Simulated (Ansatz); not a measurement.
# LiCaCl3 (model cell, started as cubic perovskite with Ca in the octahedra): following an unstable mode, part 2 of 3

Aim: this structure of LiCaCl3 (model cell, started as cubic perovskite with Ca in the octahedra) is to be tested for unstable modes, and one is followed downhill.

Ansatz 0.2.0; DFT PBEsol, scalar-relativistic, plane waves, PAW; PAW set soft_1.

So far, highest frequency on the path or at a solved wavevector (cm⁻¹): step 2 (the dispersion) 361. Also lowest frequency on the path (cm⁻¹): step 2 -181.

The structure was built from a prototype and need not be the compound's stable phase.

### 6. Relaxation from the frozen mode

Starting from the lowest point found, all atoms and the cell are let go, so that strain and other modes of the same symmetry can join in.

input.yaml reads:

```yaml
crystal:
  lattice:
    - [5.2669287819, 0.0, 0.0]
    - [0.0, 5.2669287819, 0.0]
    - [0.0, 0.0, 5.2669287819]
  atoms:
    - { symbol: Li, position: [0.0, 0.0805524598, 0.0805524598] }
    - { symbol: Ca, position: [0.5, 0.5014228797, 0.5014228797] }
    - { symbol: Cl, position: [0.5, 0.4910863408, 0.0004490323] }
    - { symbol: Cl, position: [0.5, 0.0004490323, 0.4910863408] }
    - { symbol: Cl, position: [0.0, 0.4910863408, 0.4910863408] }
kpoints:
  mp_grid: { grid: [4, 4, 4] }
hamiltonian:
  xc: pbesol
  pseudopotentials: { kind: paw, azcp: { folder: soft_1 }, xc_functional: pbe }
scf:
  occupations: { method: fixed }
output:
  forces: true
  stress: true
  eigenvalues: true
relax:
  adjacent_minimum: "off"
  f_tol: 0.002
  max_steps: 120
  cell: { stress_tol: 0.03 }
```

On the command line:

```
> ansatz run input.yaml --threads 4 --pin off --max-ram 16384MiB --backend cpu --events-out ev --progress --plain --runs-dir out
```

Numbers of over 12 decimals in the logs are rounded to 6 here.

Log:

```text
[...]
Crystal: 5 atoms, lattice volume = 146.107 Å³
Basis set: ecut = 420 eV, 2897 PW (Γ), exchange–correlation on 72×72×72 points (8 copies of the dense FFT grid, shifted against one another)
Bands: 22, of which v1, the nominal top of the filled ones, is band 17 counted from 1 (16 counted from 0)
Symmetry: 4 space group operations
[...]
k-points: 21 of 64 (time reversal used)
[...]
SCF iter   1: F=—  HF=-5191.686727 eV  |F-HF|=—  |Δ(HF+E_count)|=         —  Δρ=5.38e-2  dr2=9.17e0  ethr=3.10e-3  ⟨swp⟩=6.4  Hψ=2619  notcnv=0  defer=50
[...]
SCF iter   9: F=-5188.645005 eV  HF=-5188.645005 eV  |F-HF|=2.20e-7  |Δ(HF+E_count)|=   2.02e-6  Δρ=4.87e-6  dr2=6.67e-8  ethr=2.94e-10  ⟨swp⟩=15.7  Hψ=3666  notcnv=0
SCF 1 converged in 9 iterations: F = -5188.645005 eV  dr2 = 6.67e-8
[...]
relax step   1: F+E_penalty+E_count = -5188.64500508 eV  Δ(F+E_penalty+E_count) = +0.000e0 eV  max|allowed force component| = 3.246e-1 eV/Å  Δτ_max = 0.0000 Å  P = +0.019 GPa  Ω = 146.107 Å³  (9 SCF iters, dr2 threshold 1.00e-7 eV, accepted)
Crystal: 5 atoms, lattice volume = 147.605 Å³
Basis set: ecut = 420 eV, 2921 PW (Γ), exchange–correlation on 72×72×72 points (8 copies of the dense FFT grid, shifted against one another)
[...]
iter 1 solved again at ethr=8.90e-5 eV; its pass at ethr=3.10e-3 eV (dr2=3.02e-2 eV) is discarded
[...]
SCF iter   6: F=-5188.796722 eV  HF=-5188.796722 eV  |F-HF|=2.93e-8  |Δ(HF+E_count)|=   1.62e-6  Δρ=7.07e-6  dr2=1.06e-7  ethr=1.47e-9  ⟨swp⟩=13.8  Hψ=3381  notcnv=0
SCF 2 converged in 6 iterations: F = -5188.796722 eV  dr2 = 1.06e-7
relax step   2: F+E_penalty+E_count = -5188.79672226 eV  Δ(F+E_penalty+E_count) = -1.517e-1 eV  max|allowed force component| = 4.115e-1 eV/Å  Δτ_max = 0.1972 Å  P = -0.194 GPa  Ω = 147.605 Å³  energy of the carried Pulay correction = -2.160e-5 eV  (6 SCF iters, dr2 threshold 5.00e-7 eV, accepted)
Crystal: 5 atoms, lattice volume = 147.859 Å³
[...]
SCF iter   6: F=-5188.972817 eV  HF=-5188.972817 eV  |F-HF|=1.43e-9  |Δ(HF+E_count)|=   1.38e-6  Δρ=4.97e-6  dr2=4.58e-8  ethr=1.47e-9  ⟨swp⟩=13.2  Hψ=3337  notcnv=0
SCF 3 converged in 6 iterations: F = -5188.972817 eV  dr2 = 4.58e-8
relax step   3: F+E_penalty+E_count = -5188.97281724 eV  Δ(F+E_penalty+E_count) = -1.761e-1 eV  max|allowed force component| = 3.792e-1 eV/Å  Δτ_max = 0.1964 Å  P = -0.044 GPa  Ω = 147.859 Å³  energy of the carried Pulay correction = -2.524e-5 eV  (6 SCF iters, dr2 threshold 5.00e-7 eV, accepted)
[...]
relax step   4: F+E_penalty+E_count = -5189.06254183 eV  Δ(F+E_penalty+E_count) = -8.972e-2 eV  max|allowed force component| = 1.411e-1 eV/Å  Δτ_max = 0.1910 Å  P = +0.400 GPa  Ω = 148.296 Å³  energy of the carried Pulay correction = -3.148e-5 eV  (6 SCF iters, dr2 threshold 5.00e-7 eV, accepted)
[...]
relax step   5: F+E_penalty+E_count = -5189.10106908 eV  Δ(F+E_penalty+E_count) = -3.853e-2 eV  max|allowed force component| = 8.424e-2 eV/Å  Δτ_max = 0.1930 Å  P = -0.087 GPa  Ω = 150.535 Å³  energy of the carried Pulay correction = -6.322e-5 eV  (6 SCF iters, dr2 threshold 5.00e-7 eV, accepted)
[...]
relax step   6: F+E_penalty+E_count = -5189.11157992 eV  Δ(F+E_penalty+E_count) = -1.051e-2 eV  max|allowed force component| = 3.080e-2 eV/Å  Δτ_max = 0.0979 Å  P = +0.009 GPa  Ω = 150.537 Å³  energy of the carried Pulay correction = -6.324e-5 eV  (6 SCF iters, dr2 threshold 5.00e-7 eV, accepted)
[...]
relax step   7: F+E_penalty+E_count = -5189.11286648 eV  Δ(F+E_penalty+E_count) = -1.287e-3 eV  max|allowed force component| = 3.048e-2 eV/Å  Δτ_max = 0.0225 Å  P = +0.021 GPa  Ω = 150.545 Å³  energy of the carried Pulay correction = -6.335e-5 eV  (6 SCF iters, dr2 threshold 5.93e-8 eV, accepted)
[...]
relax step   8: F+E_penalty+E_count = -5189.11313097 eV  Δ(F+E_penalty+E_count) = -2.645e-4 eV  max|allowed force component| = 4.064e-3 eV/Å  Δτ_max = 0.0085 Å  P = +0.023 GPa  Ω = 150.476 Å³  energy of the carried Pulay correction = -6.238e-5 eV  (5 SCF iters, dr2 threshold 5.81e-8 eV, accepted)
[...]
relax step   9: F+E_penalty+E_count = -5189.11315665 eV  Δ(F+E_penalty+E_count) = -2.568e-5 eV  max|allowed force component| = 1.065e-3 eV/Å  Δτ_max = 0.0018 Å  P = +0.004 GPa  Ω = 150.578 Å³  energy of the carried Pulay correction = -6.382e-5 eV  (4 SCF iters, dr2 threshold 7.53e-9 eV, accepted)
[...]
SCF iter   7: F=-5189.113237 eV  HF=-5189.113237 eV  |F-HF|=7.28e-12  |Δ(HF+E_count)|=  9.09e-11  Δρ=3.97e-8  dr2=2.15e-12  ethr=1.00e-12  ⟨swp⟩=6.0  Hψ=1971  notcnv=0
SCF 10 converged in 7 iterations: F = -5189.113237 eV  dr2 = 2.15e-12
relax step  10: F+E_penalty+E_count = -5189.11323658 eV  Δ(F+E_penalty+E_count) = -7.993e-5 eV  max|allowed force component| = 1.040e-3 eV/Å  Δτ_max = 0.0000 Å  P = +0.004 GPa  Ω = 150.578 Å³  stress off target by 4.64e-3 GPa  SCF on the basis re-selected at this cell (its energy is not comparable with the rows above)  (7 SCF iters)
basis re-selected at this cell: Δ(F+E_penalty+E_count) = -7.993e-5 eV, ΔP = +0.000 GPa vs the last step (what re-selecting the basis moved, of the pressure what is left beyond the Pulay correction that the steps carried, after the strain that the cell walked since its last selection, with what the two solves' SCF thresholds leave and, on support functions, any second-order correction that the steps lacked; it is no m [...]
SCF converged after 7 iterations
Free energy (F): -5189.113237 eV
[...]
Internal energy: -5189.113237 eV  (E = F + TS)
E sigma→0 (E₀):  -5189.113237 eV
Fermi energy:    0.328356 eV
[...]
--- Forces (eV/Å), atoms counted from 1 ---
  atom   1  Li     0.00000000    -0.00091828    -0.00091828
  atom   2  Ca     0.00000000    -0.00084383    -0.00084383
  atom   3  Cl     0.00000000     0.00015057     0.00103987
  atom   4  Cl     0.00000000     0.00103987     0.00015057
  atom   5  Cl     0.00000000     0.00057212     0.00057212
  max |Σ_I F_I| component: 4.51e-7 eV/Å
--- Stress (GPa, compression-positive) ---
        0.003473       0.000000       0.000000
        0.000000       0.004364       0.000277
       -0.000000       0.000277       0.004364
  P = ⅓ Tr σ = 0.0041 GPa (0.041 kbar)
--- Band table (eV; the first three rows and the last of 21) ---
  k-point 0: bands = [... 13 lower, -0.4472, -0.4380, -0.3865, 0.0836, 4.7612, 5.4358, 5.6815, 6.0405, ... 1 higher]
  k-point 1: bands = [... 13 lower, -0.6341, -0.4968, -0.4241, -0.0968, 5.2415, 5.5587, 6.0470, 6.2763, ... 1 higher]
  k-point 2: bands = [... 13 lower, -0.8242, -0.5375, -0.4191, -0.2235, 5.6198, 6.0997, 6.3154, 6.5624, ... 1 higher]
  k-point 20: bands = [... 13 lower, -1.1440, -0.3276, -0.0699, 0.3284, 6.0218, 7.2245, 7.5024, 7.5027, ... 1 higher]
--- Relaxed structure (9 steps of the walk, 9 accepted, 1 SCFs on fresh bases) ---
  F+E_penalty+E_count = -5189.11323658 eV   max|allowed force component| = 1.040e-3 eV/Å   (the final SCF, on the basis selected at the relaxed cell)
  cell:  # Å, volume = 150.5781 Å³
    - [5.228207, 0, 0]
    - [0, 5.369498, 0.174356]
    - [0, 0.174356, 5.369498]
  atoms:
    - { symbol: Li, position: [0, 0.178947, 0.178947] }
    - { symbol: Ca, position: [0.5, 0.493518, 0.493518] }
    - { symbol: Cl, position: [0.5, 0.434296, -0.011366] }
    - { symbol: Cl, position: [0.5, -0.011366, 0.434296] }
    - { symbol: Cl, position: [0, 0.469202, 0.469202] }
```

Wall time 21 s (4 threads of Arm Neoverse V1, shared host); peak memory 0.42 GiB.

Relaxation path:

| step | energy less that of the first step (eV) | largest force component (eV/Å) | pressure (GPa) | volume (Å³) |
| --- | --- | --- | --- | --- |
| 1 | 0.0000 | 0.3246 | 0.02 | 146.11 |
| 2 | -0.1517 | 0.4115 | -0.19 | 147.61 |
| 3 | -0.3278 | 0.3792 | -0.04 | 147.86 |
| 4 | -0.4175 | 0.1411 | 0.40 | 148.30 |
| 5 | -0.4561 | 0.0842 | -0.09 | 150.54 |
| 6 | -0.4666 | 0.0308 | 0.01 | 150.54 |
| 7 | -0.4679 | 0.0305 | 0.02 | 150.54 |
| 8 | -0.4681 | 0.0041 | 0.02 | 150.48 |
| 9 | -0.4682 | 0.0011 | 0.00 | 150.58 |
| 10* | -0.4682 | 0.0010 | 0.00 | 150.58 |

Relaxation steps marked * repeat the geometry before them on a plane-wave basis chosen anew for their cell, so energy and pressure can jump there.

Forces are held to the 4 operations that the run works with; a distortion that breaks them can't arise in this run.

| conventional cell, symmetrised | before | after | change |
| --- | --- | --- | --- |
| a (Å) | 5.267 | 5.228 | -0.7 % |
| b (Å) | 7.449 | 7.347 | -1.4 % |
| c (Å) | 7.449 | 7.840 | +5.3 % |
| volume (Å³/atom) | 29.22 | 30.12 | +3.1 % |

The atoms that moved most (Å, as changes of fractional coordinates times the final cell):

| atom | dx | dy | dz | length |
| --- | --- | --- | --- | --- |
| Li1 | 0.000 | 0.545 | 0.545 | 0.771 |
| Cl4 | 0.000 | -0.073 | -0.307 | 0.316 |
| Cl3 | 0.000 | -0.307 | -0.073 | 0.316 |
| Cl5 | 0.000 | -0.121 | -0.121 | 0.172 |
| Ca2 | 0.000 | -0.044 | -0.044 | 0.062 |

Numbers from this step:

| Item | Value |
| --- | --- |
| pressure | 0.004067 GPa |
| gap on the k-mesh | 4.433 eV |
| volume per atom | 30.12 Å³ |

The distorted start has space group Amm2; the relaxation ends in Amm2.

### 7. The new phase in its own primitive cell

The relaxed structure is symmetrised, reduced to its primitive cell and relaxed tightly, as its phonons need.

input.yaml, the sections that differ from step 6:

```yaml
crystal:
  lattice:
    - [5.2282067248, 0.0, 0.0]
    - [0.0, 3.673519618, 3.9200969235]
    - [0.0, -3.673519618, 3.9200969235]
  atoms:
    - { symbol: Li, position: [0.0, 0.1789468972, 0.1789468972] }
    - { symbol: Ca, position: [0.5, 0.4935179407, 0.4935179407] }
    - { symbol: Cl, position: [0.5, 0.4342962022, 0.9886339229] }
    - { symbol: Cl, position: [0.5, 0.9886339229, 0.4342962022] }
    - { symbol: Cl, position: [0.0, 0.4692020904, 0.4692020904] }
relax:
  adjacent_minimum: "off"
  f_tol: 0.001
  max_steps: 60
  cell: { stress_tol: 0.01 }
# kpoints, hamiltonian, scf, output: as in step 6
```

Log:

```text
[...]
Crystal: 5 atoms, lattice volume = 150.578 Å³
Basis set: ecut = 420 eV, 2929 PW (Γ), exchange–correlation on 72×72×72 points (8 copies of the dense FFT grid, shifted against one another)
Bands: 22, of which v1, the nominal top of the filled ones, is band 17 counted from 1 (16 counted from 0)
Symmetry: 4 space group operations
[...]
k-points: 21 of 64 (time reversal used)
[...]
cell:  # Å, volume = 150.5948 Å³
    - [5.228395, 0, 0]
    - [0, 3.673647, 3.920253]
    - [0, -3.673647, 3.920253]
  atoms:
    - { symbol: Li, position: [0.0, 0.178903, 0.178903] }
    - { symbol: Ca, position: [0.5, 0.493527, 0.493527] }
    - { symbol: Cl, position: [0.5, 0.434328, 0.988671] }
    - { symbol: Cl, position: [0.5, 0.988671, 0.434328] }
    - { symbol: Cl, position: [0, 0.469167, 0.469167] }
[key lines of the parts left out:]
SCF converged after 6 iterations
Free energy (F): -5189.113237 eV
Fermi energy:    0.327730 eV
P = ⅓ Tr σ = 0.0007 GPa (0.007 kbar)
```

The job ended after 6.7 s (4 threads; peak memory 0.41 GiB).

Little changed from the start: no atom moved by 0.005 Å and no cell edge by 0.1 %.

This step gave:

| Property | Result |
| --- | --- |
| pressure | 7.34e-4 GPa |
| direct gap on mesh | 4.677 eV |

The largest force component left is 0.73 meV/Å and the pressure is 0.001 GPa, within the tolerances set. The cell now holds 30.12 Å³/atom.

(Part 2 of 3 ends here.)

[Logs are printed without paths, hosts, clocks, repeated set-up lines and the standing remarks that a program may print on its own settings, such as how far it seeks lower states.]

[Hosts, paths, dates, database ids (printed as entryN), source tags and the programs' standing remarks are cut or masked in the printed files.]
